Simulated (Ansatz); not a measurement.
# A failed many-body run on MoS2 (P6_3/mmc)

What is wrong with this input for MoS2 (P6_3/mmc)?

Program: Ansatz 0.2.0. Level of theory: G0W0 on PBE, plane waves, PAW. Results are calculated unless marked as measured.

The database entry behind the starting cell differs from later determinations by our own check (about 0.3 % long), so it need not match the best structure at ambient conditions.

**1. The structure**

Symmetry: P6_3/mmc, No. 194, hexagonal system. Conventional cell: a = 3.169 Å, b = 3.169 Å, c = 12.324 Å, α = 90.00°, β = 90.00°, γ = 120.00°. Nearest to Mo lie 6 S at 2.41 Å. S has 3 Mo at 2.41 Å nearest. Farther neighbours and most contacts between anions are not listed.

The cell and positions come from the Crystallography Open Database and are kept as given unless a step says otherwise. The default PAW set here is soft_2. Its files were made with PBE.

**2. First try**

File input.yaml:

```yaml
crystal:
  lattice:
    - [3.169, 0.0, 0.0]
    - [-1.5845, 2.7444345046, 0.0]
    - [0.0, 0.0, 12.324]
  atoms:
    - { symbol: Mo, position: [0.3333333333, 0.6666666667, 0.25] }
    - { symbol: Mo, position: [0.6666666667, 0.3333333333, 0.75] }
    - { symbol: S, position: [0.3333333333, 0.6666666667, 0.623] }
    - { symbol: S, position: [0.6666666667, 0.3333333333, 0.123] }
    - { symbol: S, position: [0.3333333333, 0.6666666667, 0.877] }
    - { symbol: S, position: [0.6666666667, 0.3333333333, 0.377] }
kpoints:
  mp_grid: { grid: [6, 6, 2] }
hamiltonian:
  xc: pbe
scf:
  occupations: { method: fixed }
gw:
  n_empty_bands: 113
  ecut_chi: 60
  qp_bands: [v2, c2]
  qp_kpoints: band_edges
  screening: { model: contour_deformation }
  plasmon_pole_fit_frequency: 20
```

Run with:

```
$ ansatz run input.yaml --threads 3 --pin off --max-ram 92160MiB --backend cpu --events-out ev --progress --plain --runs-dir out
```

Numbers of over 12 decimals in the logs are rounded to 6 here.

The program printed:

```text
Error: inconsistent input (gw.plasmon_pole_fit_frequency, gw.screening.model): the fit frequency is the Godby–Needs plasmon-pole model's, and contour deformation fits no pole — remove gw.plasmon_pole_fit_frequency, or set gw.screening.model: godby_needs
```

It took 0.04 s on 3 threads of AMD EPYC 7R13 (Zen 3), shared host; peak memory 0.038 GiB.

Q: What is the fault?

The program refused the input before any cycle.

The program's message: “Error: inconsistent input (gw.plasmon_pole_fit_frequency, gw.screening.model): the fit frequency is the Godby–Needs plasmon-pole model's, and contour deformation fits no pole — remove gw.plasmon_pole_ …”

The fault: fit frequency beside contour deformation. Contour deformation fits no pole, so the key has no meaning there.

**3. A better input**

Now the one-shot GW correction: screening in the RPA, then the self-energy of the levels asked for.

input.yaml: that of step 2 with these lines changed.

```diff
@@ -19,4 +19,4 @@
 gw:
-  n_empty_bands: 113
-  ecut_chi: 60
+  n_empty_bands: 447
+  ecut_chi: 150
   qp_bands: [v2, c2]
@@ -24,2 +24 @@
   screening: { model: contour_deformation }
-  plasmon_pole_fit_frequency: 20
```

Run with:

```
$ ansatz run input.yaml --threads 3 --pin off --max-ram 92160MiB --backend cuda --events-out ev --progress --plain --runs-dir out --devices 1 --max-vram 13GiB
```

The program printed:

```text
GPUs: using 1 of 1 available (devices: 1).
[...]
device memory: the entry about to start is reckoned to put 1.1 GiB on a device that reports 43.6 GiB free (of which the cap on the GPU budget leaves the run 13.0 GiB)
GPU FFT provider: cuFFT
GPU libraries: cuBLAS 13.8.2, cuFFT 12.4.0, cuSOLVER 12.3.4
Crystal: 6 atoms, lattice volume = 107.183 Å³
Basis set: ecut = 420 eV, 2081 PW (Γ)
Bands: 32, of which v1, the nominal top of the filled ones, is band 26 counted from 1 (25 counted from 0)
Symmetry: 24 space group operations
[...]
k-points: 14 of 72
[...]
GPU buffer pool allocated for 51840 grid points (all kernels)
GPU transforms: local potential and band sums: pruned to the plane-wave sphere, on 24×24×90
[...]
SCF iter   1: F=—  HF=-13525.526697 eV  |F-HF|=—  |Δ(HF+E_count)|=         —  Δρ=5.46e-3  dr2=7.41e-3  ethr=1.77e-3  ⟨swp⟩=5.0  Hψ=1664  notcnv=0  defer=42
[...]
0    25      9.7496   -18.6978     0.9946   -17.5874  0.7288     9.6335     9.6338  root
     0    26     10.8968   -19.7402     0.4696   -19.1818  0.7361    10.8078    10.8079  root
     0    27     12.9944   -13.7864    -4.3866   -18.5169  0.7387    13.3406    13.3383  root
     0    28     12.9944   -13.7864    -4.3866   -18.5169  0.7387    13.3406    13.3383  root
     1    25     10.6302   -19.4298     0.7355   -18.5535  0.7378    10.4892    10.4894  root
     1    26     10.6302   -19.4298     0.7355   -18.5535  0.7378    10.4892    10.4894  root
     1    27     12.9998   -13.7331    -4.3820   -18.4521  0.7384    13.3391    13.3368  root
     1    28     12.9998   -13.7331    -4.3820   -18.4521  0.7384    13.3391    13.3368  root
[...]
13    25     10.2018   -19.2682     0.4195   -18.8105  0.7372    10.1635    10.1635  root
    13    26     10.2018   -19.2682     0.4195   -18.8105  0.7372    10.1635    10.1635  root
    13    27     11.9456   -16.1207    -4.0160   -20.5422  0.7310    12.3539    12.3511  root
    13    28     11.9456   -16.1207    -4.0160   -20.5422  0.7310    12.3539    12.3511  root
[key lines of the parts left out:]
SCF converged after 7 iterations
Free energy (F): -13525.540647 eV
Fermi energy:    10.896774 eV
```

Wall time 30 s (1 × NVIDIA H100 80GB HBM3 (shared by 6 runs) with 3 threads); peak memory 1.8 GiB.

In the SCF lines HF is the Harris–Foulkes energy and dr2 the Hartree energy of the density residual, in eV; the loop may stop once dr2 is under the threshold and the program's other checks hold. Hψ counts applications of the Hamiltonian.

This step gave:

```yaml
bands_summed: 473
rpa_eps_infinity_on_this_mesh_eigenvalues: 6.232, 15.01, 15.01
plane_waves_in_the_screening_matrix: 463
q_points_in_the_mesh: 72
g0w0_gap_on_the_mesh: 1.241 eV
k_of_the_valence_top: 0, 0, 0
k_of_the_conduction_bottom: 0.1667, 0.1667, 0
starting_gap_on_the_mesh: 0.8857 eV
z_at_the_valence_top: 0.7361
z_at_the_conduction_bottom: 0.7468
least_direct_g0w0_gap_on_the_computed_points: 2.086 eV
```

The gap on the mesh goes from 0.89 eV to 1.24 eV, a correction of +0.36 eV. Between the two edge states, bare exchange in place of the xc potential would open the gap by 4.75 eV, and correlation takes back 4.39 eV.

**4. Summary of results**

```yaml
first_try: refused after 0.04 s
better_run: G0W0 gap on the mesh 1.24 eV (6×6×2 mesh, 447 empty bands, screening to 150 eV)
```

**Reading.** The second run differs in: empty bands, screening cutoff (eV) and plasmon pole fit frequency. Bands and cutoff are finite, so the gap is not at the basis limit. The miss can reach some tenths of an eV and take either sign; the mesh is an error of its own. The 6×6×2 mesh is coarse for this cell (its supercell is 19 Å along the shortest edge). The RPA ε∞ on it, from the PBE start, is 6.23 and 15.01; such meshes misread the long-range screening, most where the gap is narrow. The many-body steps are scalar-relativistic: spin-orbit coupling is not in them.

[Paths, hosts, dates, memory and timing lines, banners, echoed tables and standing remarks are left out of the program output.]

[Logs are printed without paths, hosts, clocks, repeated set-up lines and the standing remarks that a program may print on its own settings, such as how far it seeks lower states.]

[Runs of the session that timed out or met a known fault of the program may be left out.]

[Cells called generated may have been cut or substituted from an entry of the Crystallography Open Database or the Materials Project.]

[Hosts, paths, dates, database ids (printed as entryN), source tags and the programs' standing remarks are cut or masked in the printed files.]
